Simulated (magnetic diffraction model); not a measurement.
## DyTm2Zn8Co below its ordering temperature

Space group R-3m (no. 166), a = 5.5130 Å, c = 25.6270 Å.

```csv
site,atom,x,y,z
6c,Tm,2/3,1/3,0.1914
3a,Dy,0,0,0
18h,Zn,0.1762,0.3524,0.2534
6c,Zn,2/3,1/3,0.0053
3b,Co,1/3,2/3,1/6
```

This is a made-up structure (elements placed in a structure type, unrelaxed), so the numbers test the method and describe no known phase.

Only Tm, Dy and Co are taken to order (form factors of Tm3+, Dy3+ and Co2+); orders and moment sizes are assumed, and not adapted to the symmetry. Radiation: neutrons of λ = 4.2 Å (absorption by Dy left out), 1.5° to 100°; isotropic B of 0.09 Å² (Tm), 0.09 Å² (Dy), 0.15 Å² (Zn) and 0.15 Å² (Co). The intensities are simulated: I ∝ L Σ (|F_N|² + |F_M⊥|²) for unpolarised neutrons, with F_M = 2.695 fm/μB × Σ f(s) S exp(2πi Q·r) exp(−B s²) at Q = H ± k (one set where k and −k are equivalent), only the part normal to Q counting and L = 1/(sin²θ cos θ). For a modulated order the moment at position r is S exp(−2πi k·r) + c.c., with S = m/2 for a sine wave of amplitude m and S = m(u + iv)/2 for moments turning in a plane, u and v being orthogonal unit vectors in it; the phase factor of the sum at Q = H + k is then exp(2πi H·r). Form factors are spin-only for 3d ions and dipole or tabulated for f ions, scattering lengths are Sears's of 1992, and absorption is left out. A label names one of the reflections at its angle. The strongest nuclear line in the range is 100, and lines under 0.2 are left out.

Above the ordering temperature:

```tsv
2θ (°)	index	I
28.46	(0 0 3)	35.4
53.16	(1 0 1)	6.6
55.99	(0 1 2)	5.4
58.90	(0 0 6)	1.1
66.53	(1 0 4)	2.2
73.90	(0 1 5)	19.2
92.58	(1 0 7)	100.0
95.04	(0 0 9)	6.4
99.25	(1 1 0)	81.0
```

Below it (cell unchanged):

| 2θ (°) | I |
| --- | --- |
| 28.46 | 35.4 |
| 35.18 | 73.3 |
| 41.40 | 110.6 |
| 48.99 | 125.9 |
| 53.16 | 6.6 |
| 55.99 | 5.4 |
| 57.64 | 24.4 |
| 58.90 | 1.1 |
| 64.51 | 20.1 |
| 66.53 | 2.2 |
| 67.20 | 2.7 |
| 68.70 | 36.5 |
| 73.90 | 19.2 |
| 74.38 | 49.0 |
| 77.70 | 2.1 |
| 81.47 | 11.5 |
| 87.51 | 24.4 |
| 89.34 | 1.1 |
| 89.97 | 1.4 |
| 91.36 | 46.6 |
| 92.58 | 100.0 |
| 95.04 | 6.4 |
| 96.76 | 64.6 |
| 99.25 | 81.0 |

**Question.** Check that the new lines index with k = (1/3 1/3 0), then choose among these models:
A. a sine wave with moments along [001] (amplitudes given), 5.4 μB on Tm, 8.8 μB on Dy and 1.6 μB on Co; signs + at (2/3, 1/3, 0.1914), + at (0, 0, 0.1419), − at (0, 0, 0), − at (1/3, 2/3, 1/6)
B. moments turning in the plane of [010] and [001], 5.4 μB on Tm, 8.8 μB on Dy and 1.6 μB on Co; signs + at (2/3, 1/3, 0.1914), + at (0, 0, 0.1419), − at (0, 0, 0), − at (1/3, 2/3, 1/6)
C. moments turning in the plane of [100] and [010], 5.4 μB on Tm, 8.8 μB on Dy and 1.6 μB on Co; signs + at (2/3, 1/3, 0.1914), + at (0, 0, 0.1419), − at (0, 0, 0), − at (1/3, 2/3, 1/6)
D. a sine wave with moments along [100] (amplitudes given), 5.4 μB on Tm, 8.8 μB on Dy and 1.6 μB on Co; signs + at (2/3, 1/3, 0.1914), + at (0, 0, 0.1419), − at (0, 0, 0), − at (1/3, 2/3, 1/6)

The new lines index as (-1/3 2/3 2) at 35.18°, (1/3 1/3 3) at 41.40°, (2/3 -1/3 4) at 48.99° and (-1/3 2/3 5) at 57.64°, that is as H ± k with k = (1/3 1/3 0), one of 3 inequivalent arms of its star (k and −k counted as one), which a powder can't tell apart. Satellites come in pairs about each point of the reciprocal lattice.

Magnetic intensity, observed (below minus above) and for each model:

| 2θ (°) | index | observed | A | B | C | D |
| --- | --- | --- | --- | --- | --- | --- |
| 35.18 | (-1/3 2/3 2) | 73.3 | 40.0 | 71.6 | 73.3 | 31.6 |
| 41.40 | (1/3 1/3 3) | 110.6 | 38.5 | 103.4 | 110.6 | 64.9 |
| 48.99 | (2/3 -1/3 4) | 125.9 | 29.1 | 88.4 | 125.9 | 59.3 |
| 68.70 | (2/3 2/3 3) | 36.5 | 24.8 | 49.2 | 36.5 | 24.4 |
| 74.38 | (-2/3 4/3 4) | 49.0 | 26.8 | 47.9 | 49.0 | 21.2 |
| 87.51 | (1/3 4/3 2) | 24.4 | 21.8 | 36.6 | 24.4 | 14.7 |
| 91.36 | (5/3 -4/3 3) | 46.6 | 36.8 | 51.5 | 46.6 | 14.8 |
| 96.76 | (4/3 1/3 4) | 64.6 | 43.8 | 81.2 | 64.6 | 37.4 |

Model C matches.

The structure used: k = (1/3 1/3 0), moments turning in the plane of [100] and [010], 5.4 μB on Tm, 8.8 μB on Dy and 1.6 μB on Co; signs + at (2/3, 1/3, 0.1914), + at (0, 0, 0.1419), − at (0, 0, 0), − at (1/3, 2/3, 1/6).

[Logs are printed without paths, hosts, clocks, repeated set-up lines and the standing remarks that a program may print on its own settings, such as how far it seeks lower states.]
